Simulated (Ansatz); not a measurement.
## Formation energy and levels of the substitutional impurity Sc_B in BP (F-43m)

Aim: at which Fermi levels does Sc_B in BP (F-43m) change its charge? The model is a cell of 54 host atoms with 1 B taken out and 1 Sc put in.

Method: place-levels on r2SCAN runs: charge-transition levels and formation energies with image-charge correction and potential alignment at the atomic sites; PAW set soft_1, in Ansatz 0.2.0.

## (1) Starting point

The cell holds 54 atoms: 26 B, 27 P and 1 Sc. Cell: a = 9.623 Å, b = 9.623 Å, c = 9.623 Å, α = 60.0°, β = 60.0°, γ = 60.0°. It derives from BP (space group F-43m). Nearest the centre at fractional (0.667, 0.333, 0.667): Sc47 at 0.00 Å, P22 at 1.96 Å, P40 at 1.96 Å, P24 at 1.96 Å, P28 at 1.96 Å, B41 at 3.21 Å, B35 at 3.21 Å, B29 at 3.21 Å.

The host's dielectric constants go in as inputs: 9.31 for the electrons alone, 9.42 with the ions, computed on the host (DFPT, PBEsol, on the r2SCAN cell), and a cell off the functional's own equilibrium shifts the ionic part.

The cell's shortest repeat is 9.6 Å.

## (2) What was run first

A transition level is the Fermi level at which two charge states cost the same, so each charge needs its own total energy, at its own relaxed structure.

Random displacements of about 0.05 Å break the site symmetry at the start, so that the relaxation can reach a distorted minimum if there is one. Forces are taken on a 2×2×2 shifted mesh. The cell holds 1 electron more than the neutral one, with a uniform background that keeps it neutral on the whole. The electron count is odd, so at least one spin is unpaired; this run locks the moment at 1 μB.

The sampling was tested on the host first: at the k-points planned (1x1x1 shifted 0.25 0.25 0.25) its energy lies 0.152 eV an atom from the dense-mesh value, so the final energies take a denser sampling.

One state's input; the others differ in charge, spin, start and seed, and in occupations where the table says so.

Input file qm1_M1.relax/input.yaml:

```yaml
crystal:
  lattice:
    - [0.0, 6.80455623, 6.80455623]
    - [6.80455623, 0.0, 6.80455623]
    - [6.80455623, 6.80455623, 0.0]
  atoms:
    - { symbol: B, position: [0.0, 0.0, 0.0] }
    - { symbol: P, position: [0.25, 0.25, 0.25] }
[... 2 atom lines left out ...]
    - { symbol: B, position: [0.0, 0.0, 0.66666667] }
    - { symbol: P, position: [0.25, 0.25, 0.91666667] }
[... 2 atom lines left out ...]
    - { symbol: B, position: [0.0, 0.33333333, 0.33333333] }
    - { symbol: P, position: [0.25, 0.58333333, 0.58333333] }
    - { symbol: B, position: [0.0, 0.33333333, 0.66666667] }
[... 10 atom lines left out ...]
    - { symbol: P, position: [0.58333333, 0.25, 0.58333333] }
[... 1 atom line left out ...]
    - { symbol: P, position: [0.58333333, 0.25, 0.91666667] }
    - { symbol: B, position: [0.33333333, 0.33333333, 0.0] }
    - { symbol: P, position: [0.58333333, 0.58333333, 0.25] }
[... 1 atom line left out ...]
    - { symbol: P, position: [0.58333333, 0.58333333, 0.58333333] }
    - { symbol: B, position: [0.33333333, 0.33333333, 0.66666667] }
[... 5 atom lines left out ...]
    - { symbol: B, position: [0.33333333, 0.66666667, 0.66666667] }
[... 1 atom line left out ...]
    - { symbol: B, position: [0.66666667, 0.0, 0.0] }
[... 2 atom lines left out ...]
    - { symbol: P, position: [0.91666667, 0.25, 0.58333333] }
    - { symbol: B, position: [0.66666667, 0.0, 0.66666667] }
[... 1 atom line left out ...]
    - { symbol: B, position: [0.66666667, 0.33333333, 0.0] }
[... 1 atom line left out ...]
    - { symbol: B, position: [0.66666667, 0.33333333, 0.33333333] }
[... 1 atom line left out ...]
    - { symbol: Sc, position: [0.66666667, 0.33333333, 0.66666667], spin: 1.0 }
[... 3 atom lines left out ...]
    - { symbol: B, position: [0.66666667, 0.66666667, 0.33333333] }
[... 1 atom line left out ...]
    - { symbol: B, position: [0.66666667, 0.66666667, 0.66666667] }
    - { symbol: P, position: [0.91666667, 0.91666667, 0.91666667] }
  host:
    repeats: [3, 3, 3]
    atoms:
      - { symbol: B, position: [0.0, 0.0, 0.0] }
      - { symbol: P, position: [0.75, 0.75, 0.75] }
total_charge: -1
basis:
  ecutwfc: 500
  xc_grid: 2
hamiltonian:
  xc: r2scan
  pseudopotentials: { kind: paw, azcp: { folder: soft_1 } }
kpoints:
  mp_grid: { grid: [2, 2, 2], shift: [0.5, 0.5, 0.5] }
magnetization:
  spin_polarized: true
  initial_magnetization: 1
  spin_locking: { lock_magnetization: hard }
scf:
  occupations: { method: fixed }
  max_iter: 60
output:
  forces: true
  charged_corrections:
    epsilon: 9.31
    static_epsilon: 9.42
    defect_position: [0.666667, 0.333333, 0.666667]
relax:
  f_tol: 0.02
  max_steps: 80
  random_displacement: { amplitude: 0.05, seed: 6036 }
checkpoint:
  write: "../qm1_M1.relax.run"
  compress: false
  write_wavefunctions: true
  write_every: 100000
```

On the command line:

```
$ ansatz run input.yaml --threads 4 --pin off --max-ram 7536MiB --backend cpu --events-out ev --progress --plain --runs-dir out
```

The run of this state that the levels use, under r2SCAN:

Input file qm1_M1.point/input.yaml:

```yaml
crystal:
  checkpoint: "../qm1_M1.relax.run"
  host: checkpoint
total_charge: -1
basis:
  ecutwfc: 500
  xc_grid: 2
hamiltonian:
  xc: r2scan
  pseudopotentials: { kind: paw, azcp: { folder: soft_1 } }
kpoints:
  mp_grid: { grid: [2, 2, 2], shift: [0.5, 0.5, 0.5] }
magnetization:
  spin_polarized: true
  initial_magnetization: 1
  spin_locking: { lock_magnetization: hard }
scf:
  occupations: { method: fixed }
  max_iter: 60
output:
  forces: true
  eigenvalues: true
  charged_corrections:
    epsilon: 9.31
    static_epsilon: 9.42
    defect_position: [0.666667, 0.333333, 0.666667]
  eigenstates: { localisation: true }
  populations: true
  efg: {}
  band_densities: [{ bands: [v1, v1] }, { bands: [c1, c1] }]
  write_density: true
  write_potential: true
  volumetric_format: npy
checkpoint:
  read: "../qm1_M1.relax.run"
  write: "../qm1_M1.point.run"
  compress: false
  write_wavefunctions: false
  write_every: 100000
```

Relaxations under r2SCAN at a 2×2×2 shifted mesh; times on 4 threads of Arm Neoverse V1, shared host:

```tsv
charge	moment (μB)	occupations	outcome	steps	largest displacement against the far atoms (Å)	time
−1	1	fixed	converged	10	1.00	11 min
0	0	fixed	converged	32	0.98	11 min
```

Single points under r2SCAN at a 2×2×2 shifted mesh; times on 4 threads of Arm Neoverse V1, shared host:

```tsv
charge	moment (μB)	occupations	outcome	time
−1	1	fixed	converged	63 s
0	0	fixed	converged	28 s
```

Distances (Å) from Sc47 to the nearest atoms after relaxation with r2SCAN:

```tsv
charge	moment (μB)	1.	2.	3.	4.	5.	6.
−1	1	P 2.29	P 2.41	P 2.41	P 2.41	B 2.75	B 2.76
0	0	P 2.28	P 2.28	P 2.28	B 2.56	B 2.56	B 2.56
```

## (3) Placing the levels, r2SCAN

A charged cell interacts with its images and the background, and its potential has another zero than the host's. place-levels removes the first by a point-charge model, screened by the static dielectric constant since the ions have relaxed around the charge, and the second by comparing potentials at atoms far from the defect.

The host is a run of the defect-free crystal in the same cutoffs, grids and k-points, so that basis and sampling errors cancel in part in the differences. The host is run in a cell of 2 atoms on a matching mesh. Its band edges are searched through the zone by a band path, so the gap is smaller than, or equal to, that on the mesh. Chemical potentials are energies per atom of B (alpha-rhombohedral (B12)) and Sc (hcp), run with the same functional and cutoff.

Input file levels.point.yaml:

```yaml
host:
  run: host.point.run
states: [qm1_M1.point.run, q0.point.run]
geometry_from:
  qm1_M1.point.run: qm1_M1.relax.run
  q0.point.run: q0.relax.run
  host.point.run: host.relax.run
chemical_potentials:
  B:
    energy: -156.554104
    dataset: <sha256 of the dataset>
  Sc:
    energy: -2140.560492
    dataset: <sha256 of the dataset>
epsilon: 9.31
static_epsilon: 9.42
vertical:
  - { from: qm1_M1.point.run, to: qm1_M1.point_neutral.run }
```

On the command line:

```
$ ansatz place-levels levels.point.yaml -- --threads 4 --pin off --max-ram 7536MiB
```

Numbers of over 12 decimals in the logs are rounded to 6 here.

Log:

```text
[... repeated set-up lines and file paths are left out, and long positions are rounded to six places ...]
(0/-1) 1.762 eV above the valence edge (+1.851 eV without the band-filling correction), in the conduction band
formation energy of charge 0: +4.170 eV with the Fermi level at the valence edge
formation energy of charge -1: +5.932 eV with the Fermi level at the valence edge
vertical -1 to 0: no energy, since no alignment is typed
  the change from vertical[0].from (qm1_M1.point.run) to vertical[0].to (qm1_M1.point_neutral.run): by its potential at epsilon 9.31 it stands at 0.620 0.288 0.621, with an rms radius of about 2.7 Å (1.6 1.6 1.6 Å across the planes of the cell's vectors); [...]
  edges by r2scan, gap 1.407 eV; the host is sampled to repeats of 19.25 Å
  the defect's cells are sampled to repeats of 19.25 Å, like sampling
  charge 0: +0.000 eV for its dipole among its images, +0.000 omitted
  charge -1: -26719.3463 eV with its correction of -0.079 eV, at epsilon 9.42, aligned at sites: +0.3360 eV, mean over 19 atomic sites at or beyond 4.81 Å from the defect at [0.6667, 0.3333, 0.6667], with -0.000000 for the charge's moments and without [...]
  of states[1] (q0.point.run): its alignment with the host at atomic sites is doubtful: the mean over the far sites moves by +0.0926 eV from their farther parts to their nearer, more than 0.05 eV. [...]
  of states[0] (qm1_M1.point.run): it parts from the run at its places by a charge that spreads by about 1.6 Å along one vector (1.4 Å or more is wide), by its potential at epsilon 9.31, taken for that of held ions (one typed too small widens it), where the [...]
  of vertical[0].from (qm1_M1.point.run): stability_check_not_made; [...]
```

Elapsed: 0.21 s, on 4 threads of Arm Neoverse V1, shared host.

Levels between the charges placed, in eV above the valence top:

```tsv
	gap (eV)	(0/−1)
r2SCAN	1.41	1.76
```

Corrections by state:

```tsv
charge	moment (μB)	image terms and alignment (eV)	band filling (eV)	ε used	over the lowest of its charge, as the program ranks them, band filling apart (eV)
0	0.0	0.000	-	-	0.000
−1	1.0	-0.079	-0.089	9.42	0.000
```

The charged structures listed were also run neutral, and place-levels reads from each pair, by the potential or the spins, how wide the charge is by which they differ; that can be the carrier of either run.

```tsv
charge	rms radius (Å)	spread where it is widest against the cell (Å)	wide from (Å)	reading
−1	2.7	1.57	1.36	wide
```

The neutral runs of these pairs need not share the spin of the lowest neutral state, and very wide values only mean spread over the cell.

From the program's caveats on the states, each cut to its opening words:

- charge 0: its alignment with the host at atomic sites is doubtful: the mean over the far sites moves by +0.0926 eV from their farther parts to their nearer, more than [...]
- charge −1 (1 μB): it parts from the run at its places by a charge that spreads by about 1.6 Å along one vector (1.4 Å or more is wide), by its potential at epsilon 9.31, taken [...]
- charge −1 (1 μB): a band-filling correction moves a carrier to the host's band edge, which changes its energy by -0.089 eV
- charge −1 (1 μB): its alignment with the host at atomic sites is doubtful: the mean over the far sites moves by +0.0714 eV from their farther parts to their nearer, more than [...]
- charge −1 (1 μB): the far atoms show a dipole or second moment of the defect's charge, for which the correction takes or leaves out 0.07 eV: further moments aren't read, and the [...]
- charge −1 (1 μB): flagged: stability check not made

The host's formation energy from the elements is -0.484 eV per atom; it sets how far the chemical potentials can move.

Formation energies (eV), B-rich (Δμ(B) = 0.00 eV, Δμ(P) = -0.97 eV, Δμ(Sc) = 0.00 eV):

```tsv
charge	Fermi level at the valence top	at the conduction bottom
0	4.17	4.17
−1	5.93	4.52
```

Formation energies (eV), P-rich (Δμ(P) = 0.00 eV, Δμ(B) = -0.97 eV, Δμ(Sc) = 0.00 eV):

```tsv
charge	Fermi level at the valence top	at the conduction bottom
0	3.20	3.20
−1	4.96	3.56
```

## (4) Outcome

| Quantity | Value |
| --- | --- |
| gap of the host | 1.41 eV (r2SCAN) |
| level (0/minus 1) | 1.76 eV above the valence top, past the conduction bottom (1.85 eV above the valence top without the band-filling term) |
| lowest of the charges placed, just above the valence top (0.02 eV) | 0 |
| lowest of the charges placed, just below the conduction bottom (0.02 eV) | 0 |
| lowest formation energy at mid-gap of the charges run, B-rich | 4.17 eV |
| lowest formation energy at mid-gap of the charges run, P-rich | 3.20 eV |

In words: Of the charges placed (−1 and 0), 0 is the lowest from 0.02 eV above the valence top to 0.02 eV below the conduction bottom, a gap of 1.41 eV. Charges above 0 were not placed, so these runs say nothing of levels that involve them. States placed: 0 at 0 μB; −1 at 1 μB. Other spin states or structures, where not listed, weren't placed. The program finds carriers beyond a band edge of the host and adds a band-filling term at charge −1 (-0.09 eV); steps to such a charge show no bound level, and a defect level inside a band would be read the same way. At charge 0 the atom put in ends up to 1.0 Å from its starting place, so the name tells the start alone and the levels can join different sites. Sc is taken at its element; compounds, which aren't counted here, bound the chemical potentials and would shift these formation energies. The program doubts the alignment of potentials for at least one state, a sign that the cell is small. Limits: r2SCAN makes the gap too small and tends to spread out bound carriers.

[Logs are printed without paths, hosts, clocks, repeated set-up lines and the standing remarks that a program may print on its own settings, such as how far it seeks lower states.]

[Hosts, paths, dates, database ids (printed as entryN), source tags and the programs' standing remarks are cut or masked in the printed files.]

[Where a table of states has a column of steps, it counts the stored structures, which are thinned; the runs took as many ionic steps or more.]

[A defect's name tells the site on which it was built; relaxed atoms can leave that site.]

[For some hosts the program warned that the k-mesh of the response run may be too coarse for force constants and the static dielectric constant; such warnings are not shown here.]
